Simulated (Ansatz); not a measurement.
# Hf4CdCo: relaxing a made-up structure, part 2 of 2

This structure for Hf4CdCo is made up. Its elements were placed in a known structure type with a cell scaled to their sizes. What cell does the guess relax to, and how far off was it?

Ansatz 0.2.0; DFT, PBEsol, plane-wave PAW, files of the set soft_1, scalar-relativistic, ferromagnetic start, cell and ions relaxed at zero pressure; PAW set soft_1 (the session's first sound run).

So far: The structure; Relaxation of the guess. The relaxed cell has a = 6.651, c = 5.163 Å (conventional setting).

### Step 3. Bands of the relaxed cell

With the geometry fixed, one more self-consistent run, with a narrower smearing and the mesh shown in its input, gives the bands, and its pressure, and its forces where symmetry allows any, show how far the geometry depends on these settings.

This step: DFT, PBEsol, plane-wave PAW, files of the set soft_1, scalar-relativistic, no spin, bands and density of states at the relaxed cell; PAW set soft_1 (Ansatz 0.2.0).

File input.yaml:

```yaml
crystal:
  lattice:
    - [-3.3256212292, 3.3256212292, 2.5813089893]
    - [3.3256212292, -3.3256212292, 2.5813089893]
    - [3.3256212292, 3.3256212292, -2.5813089893]
  atoms:
    - { symbol: Hf, position: [0.9068995049, 0.0931004951, 0.5] }
    - { symbol: Hf, position: [0.5931004951, 0.4068995049, 0.5] }
    - { symbol: Hf, position: [0.0931004951, 0.5931004951, 0.1862009902] }
    - { symbol: Hf, position: [0.4068995049, 0.9068995049, 0.8137990098] }
    - { symbol: Cd, position: [0.0, 0.0, 0.0] }
    - { symbol: Co, position: [0.5, 0.5, 0.0] }
kpoints:
  mp_grid: { grid: [8, 8, 8] }
  band_path:
    path:
      - [[0.0, 0.0, 0.0], [0.0, 0.0, 0.5], [-0.5, 0.5, 0.5], [0.0, 0.0, 0.0], [0.40061715, 0.40061715, -0.40061715], [0.25, 0.25, 0.25], [0.0, 0.5, 0.0], [-0.40061715, 0.59938285, 0.40061715], [-0.5, 0.5, 0.5]]
      - [[0.0, 0.0, 0.5], [0.25, 0.25, 0.25]]
    npoints: 8
scf:
  occupations: { method: fermi_dirac, width: 0.03 }
  n_extra_bands: 10
hamiltonian:
  xc: pbesol
  pseudopotentials: { kind: paw, azcp: { folder: soft_1 }, xc_functional: pbe }
output:
  forces: true
  stress: true
  write_bands: true
  dos: { projected: true }
  write_density: true
  write_potential: true
  elf: true
  volumetric_format: npy
```

Launch:

```
ansatz run input.yaml --threads 4 --pin off --max-ram 10240MiB --backend cpu --events-out ev --progress --plain --runs-dir out
```

Numbers of over 12 decimals in the logs are rounded to 6 here.

Log:

```text
[...]
Crystal: 6 atoms, lattice volume = 114.195 Å³
Basis set: ecut = 420 eV, 2193 PW (Γ), exchange–correlation on 72×72×72 points (8 copies of the dense FFT grid, shifted against one another)
Bands: 81, of which v1, the nominal top of the filled ones, is band 71 counted from 1 (70 counted from 0)
Symmetry: 8 space group operations
[...]
k-points: 59 of 512 (time reversal used)
[...]
SCF iter   1: F=—  HF=-75679.740101 eV  |F-HF|=—  |Δ(HF+E_count)|=         —  Δρ=3.55e-1  dr2=1.55e2  ethr=3.10e-3  ⟨swp⟩=5.4  Hψ=14856  notcnv=0
[...]
SCF iter  12: F=-75672.252925 eV  HF=-75672.252925 eV  |F-HF|=3.84e-9  |Δ(HF+E_count)|=   9.76e-9  Δρ=1.99e-6  dr2=4.59e-9  ethr=1.00e-12  ⟨swp⟩=5.6  Hψ=57537  notcnv=0
WARN: eigensolver did not converge (k=39): 1 band(s) unlocked after 106 sweeps at occupation × residual norm < 1.00e-8 eV (lowest unlocked band 6, counted from 0, weighed at 2.000 electrons; max residual 7.81e-9 eV among the unlocked bands, 1.20e-6 eV over every band, not weighted by occupation; other slots of this pass that fall short are told together in one closing line; warning suppressed for the rest of this close's residual-converged pass)
SCF 1 converged in 12 iterations: F = -75672.252925 eV  dr2 = 4.59e-9
[...]
NSCF: frozen V_eff on 74 k-points
SCF converged after 12 iterations
Free energy (F): -75672.252925 eV
[...]
Internal energy: -75672.230889 eV  (E = F + TS)
E sigma→0 (E₀):  -75672.241907 eV
Entropy (-TS):   -0.022035 eV (-3.673 meV/atom)
Fermi energy:    18.401643 eV
[...]
--- Forces (eV/Å), atoms counted from 1 ---
  atom   1  Hf    -0.01242299     0.01242299     0.00000000
  atom   2  Hf     0.01242299    -0.01242299     0.00000000
  atom   3  Hf    -0.01242299    -0.01242299     0.00000000
  atom   4  Hf     0.01242299     0.01242299     0.00000000
  atom   5  Cd     0.00000000     0.00000000     0.00000000
  atom   6  Co    -0.00000000    -0.00000000    -0.00000000
  max |Σ_I F_I| component: 4.51e-17 eV/Å
--- Stress (GPa, compression-positive) ---
       -0.022525      -0.000000       0.000000
       -0.000000      -0.022525       0.000000
        0.000000       0.000000       0.003264
  P = ⅓ Tr σ = -0.0139 GPa (-0.139 kbar)
--- Band table (eV; the first three rows and the last of 59) ---
  k-point 0: bands = [... 67 lower, 17.7914, 17.7914, 18.2999, 18.4220, 18.4630, 18.6001, 18.6001, 20.1621, ... 6 higher]
  k-point 1: bands = [... 67 lower, 17.8563, 17.8844, 18.3044, 18.3651, 18.3841, 18.6334, 18.6620, 20.2779, ... 6 higher]
  k-point 2: bands = [... 67 lower, 17.9299, 17.9926, 18.1972, 18.2869, 18.3452, 18.6925, 18.7742, 20.5522, ... 6 higher]
  k-point 58: bands = [... 67 lower, 17.7175, 17.9149, 17.9149, 18.5794, 19.1106, 19.3975, 19.6651, 19.8012, ... 6 higher]
```

The job ended after 62 s (4 threads of Arm Neoverse V1, shared host; peak memory 0.94 GiB; 4 min of CPU time).

Reading the cycles: dr2 is the Hartree energy of the density residual (eV), the measure of convergence; HF is the Harris–Foulkes estimate of the energy, which meets the free energy F at convergence.

This step gave:

| Quantity | Value |
| --- | --- |
| free energy | -75672.2529 eV |
| energy at zero smearing | -75672.2419 eV |
| smearing term TS | 0.02204 eV |
| Fermi energy | 18.40 eV |
| pressure | -0.01393 GPa |

From bands.tsv, the bands that come nearest the Fermi level along the path, at its corners, in eV from the Fermi level:

```tsv
point	band 67	band 68	band 69	band 70	band 71	band 72	band 73	band 74
Γ	-0.67	-0.61	-0.61	-0.10	0.02	0.06	0.20	0.20
X	-0.85	-0.69	-0.65	-0.48	-0.18	0.29	0.38	0.55
M	-1.12	-0.68	-0.49	-0.49	0.18	0.71	1.00	1.26
Γ	-0.67	-0.61	-0.61	-0.10	0.02	0.06	0.20	0.20
Z	-1.17	-0.89	-0.43	-0.32	0.08	0.80	1.37	1.45
P	-0.29	-0.29	0.01	0.04	0.11	0.11	0.48	0.90
N	-1.10	-0.57	-0.27	-0.11	0.38	0.52	0.80	0.88
Z1	-1.17	-0.89	-0.43	-0.32	0.08	0.80	1.37	1.45
M	-1.12	-0.68	-0.49	-0.49	0.18	0.71	1.00	1.26
X	-0.85	-0.69	-0.65	-0.48	-0.18	0.29	0.38	0.55
P	-0.29	-0.29	0.01	0.04	0.11	0.11	0.48	0.90
```

Counts of states for the cell as run, both spins, by energy window (eV from the Fermi level):

| from | to | total |
| --- | --- | --- |
| -8 | -7 | 0.33 |
| -7 | -6 | 0.90 |
| -6 | -5 | 0.79 |
| -5 | -4 | 1.54 |
| -4 | -3 | 2.67 |
| -3 | -2 | 3.75 |
| -2 | -1 | 8.60 |
| -1 | 0 | 8.48 |
| 0 | 1 | 5.78 |
| 1 | 2 | 4.25 |
| 2 | 3 | 4.05 |

Below -8 eV lie 114.0 more states.

Valence density in the ac plane of the conventional cell at fractional y = 0.000, with atoms of Cd and Co within 0.2 Å of it. It is the smooth field of the valence electrons, not physical close to the nuclei.

Ten steps, logarithmic in the rise over the least value, from '0' (0 e/Å³) to '9' (38 e/Å³), each cell a mean:
```
8630000000000000257
5410000000000000135
2100000000000000011
0000001000001000000
2100000000000000012
7410000000000000036
9720000000000000159
9620000000000000148
4310000000000000024
1000000000000000001
1000001000001000000
3210000000000000013
7520000000000000146
8741000000000000258
```
Columns run along a (6.7 Å), rows up along c (5.2 Å), edges of the conventional cell, whose origin can differ from the input's. Atoms in or near the plane, at fractional coordinates: Cd at (0.00, 0.00), Co at (0.00, 0.50).

ELF in the ac plane of the conventional cell at fractional y = 0.000, with atoms of Cd and Co within 0.2 Å of it. It is the smooth field of the valence electrons, not physical close to the nuclei.

Ten even steps from '_' (0.12) to '@' (0.89), each cell a mean:
```
%%++::::--::::::==++++--::::::::..--##
--::..::..____....::::..____..::..::--
....::..______________________..::....
..::::::____....________..____..::::..
____..::..________....________..::..__
--::..::::..__..::==--::....::::....--
##==..::----::--++**++--::::----..::**
++--..::--::..::==++++--....----..::==
......::..______..--::..____..::......
__..::::______________________..::....
..::::..____..__________..____..::::..
::....::________......________..::..::
++--::::::......--==--::......::..::==
@@**::::----::--++****==--::--::::--%%
```
Columns run along a (6.7 Å), rows up along c (5.2 Å), edges of the conventional cell, whose origin can differ from the input's. Atoms in or near the plane, at fractional coordinates: Cd at (0.00, 0.00), Co at (0.00, 0.50).

Electrostatic potential energy in the ac plane of the conventional cell at fractional y = 0.000, with atoms of Cd and Co within 0.2 Å of it. With pseudopotentials it is smooth inside the atoms' cores, unlike the true potential.

Ten even steps from '0' (-24 eV) to '9' (20 eV), each cell a mean:
```
1258999999999999631
3479988899988899853
6799887788887789987
8999877788877789999
5799987889887889985
0169999999999999830
0049999999999999710
0059999999999999810
1389998899988899962
7899987788887789998
8999877788877789998
5689987889887889975
2368999999999999742
0248999999999999631
```
Columns run along a (6.7 Å; values clipped at the 3rd and 97th percentile), rows up along c (5.2 Å), edges of the conventional cell, whose origin can differ from the input's. Atoms in or near the plane, at fractional coordinates: Cd at (0.00, 0.00), Co at (0.00, 0.50).

### Step 4. Summary of results

* space group, relaxed: I422
* conventional cell: a = 6.651, b = 6.651, c = 5.163 Å; α = 90.0°, β = 90.0°, γ = 90.0°
* volume per atom: 19.03 Å³ (guess 19.98)
* total moment: 0.00 μB in the cell of 6 atoms

What this shows: Hf4CdCo relaxes to I422 with a = 6.651, b = 6.651 and c = 5.163 Å. The guessed volume was 5 % too large. The space group I422 was held in the relaxation, so the end point is a stationary structure within it and may be a saddle against distortions or other arrangements. The moments died out from this one start and weren't seeded again at the relaxed cell. Bands cross the Fermi level, so it is a metal or semimetal at this level. The electron count is odd, which forces that without spin polarisation or a larger cell. On the 8×8×8 mesh with the narrower smearing (relaxed on 7×7×7) the largest force component is 0.012 eV/Å and the largest stress component is 0.023 GPa, within the relaxation's thresholds of 0.015 eV/Å and 0.05 GPa. The cutoff wasn't tested. Spin-orbit coupling is left out, which can matter for elements this heavy. No dispersion term is used, so weakly bound directions may come out too long. Nothing here tests whether the compound is stable against decomposition.

[Logs are printed without paths, hosts, clocks, repeated set-up lines and the standing remarks that a program may print on its own settings, such as how far it seeks lower states.]

[Hosts, paths, dates, database ids (printed as entryN), source tags and the programs' standing remarks are cut or masked in the printed files.]
